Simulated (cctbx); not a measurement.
# BaPrTaMnO6 across an absorption edge

Space group Pc (no. 7), a = 5.7150 Å, b = 5.7870 Å, c = 9.8280 Å, α = 90.00°, β = 124.17°, γ = 90.00°.

```
atom  mult.       x       y       z  Ueq (Å²)
 Ta1      2  0.9939  0.7597  0.4984    0.0051
 Pr1      2  0.7637  0.7010  0.7466    0.0031
 Ba1      2  0.2450  0.7547  0.2464    0.0042
 Mn1      2  0.4866  0.7490  0.9901    0.0060
  O1      2  0.7115  0.2865  0.7545    0.0058
  O2      2  0.3292  0.2364  0.2398    0.0096
  O3      2  0.1511  0.9617  0.9534    0.0058
  O4      2  0.7962  0.4959  0.0301    0.0099
  O5      2  0.2158  0.4924  0.9733    0.0063
  O6      2  0.7798  0.0341  0.0523    0.0059
```

The model is made up (kin elements in a known structure type, no relaxation), so it says nothing on whether the phase exists.

Calculated with cctbx: free-atom f′ and f″ from the Sasaki tables, no fine structure; amplitudes in electrons.

| E (eV) | F 0 1 2 | F 1 1 1 | F 0 2 0 | F 0 2 1 |
| --- | --- | --- | --- | --- |
| 4647 | 30.2 | 289.6 | 278.4 | 43.3 |
| 4997 | 29.8 | 283.3 | 272.2 | 42.4 |
| 5127 | 29.7 | 279.0 | 267.9 | 41.8 |
| 5187 | 29.6 | 275.3 | 264.3 | 41.5 |
| 5217 | 29.7 | 272.0 | 261.0 | 41.2 |
| 5232 | 29.7 | 268.7 | 257.7 | 41.0 |
| 5239 | 29.8 | 265.9 | 254.9 | 40.8 |
| 5243 | 29.9 | 262.9 | 251.9 | 40.6 |
| 5251 | 29.8 | 264.4 | 253.5 | 40.9 |
| 5255 | 29.7 | 267.7 | 256.8 | 41.1 |
| 5262 | 29.6 | 270.6 | 259.7 | 41.2 |
| 5277 | 29.5 | 273.7 | 262.8 | 41.4 |
| 5307 | 29.3 | 276.4 | 265.5 | 41.4 |
| 5397 | 29.0 | 279.1 | 268.3 | 41.3 |
| 5647 | 28.1 | 276.1 | 265.7 | 40.0 |

**Question.** Which edge is crossed, and why do the reflections move as they do?

The L3 edge of Ba. The edge is at 5247 eV. f′ of Ba falls from -11.8 e at 5127 eV to -19.6 e at 4 eV below it, and f″ steps from 3.47 to 10.78 e across it. Over that approach |F| changes by +1 % (0 1 2), -6 % (1 1 1), -6 % (0 2 0) and -3 % (0 2 1): a reflection falls where Ba scatters in phase with the total and rises where it scatters against it; it hardly moves where the Ba term is small or cancels by symmetry or lies in quadrature to the total. The f″ term interferes with the normal scattering with opposite sign for the two Friedel mates. The largest Friedel difference in the scan is 5.2 % of the mean (0 2 1, at 4647 eV).

[Logs are printed without paths, hosts, clocks, repeated set-up lines and the standing remarks that a program may print on its own settings, such as how far it seeks lower states.]
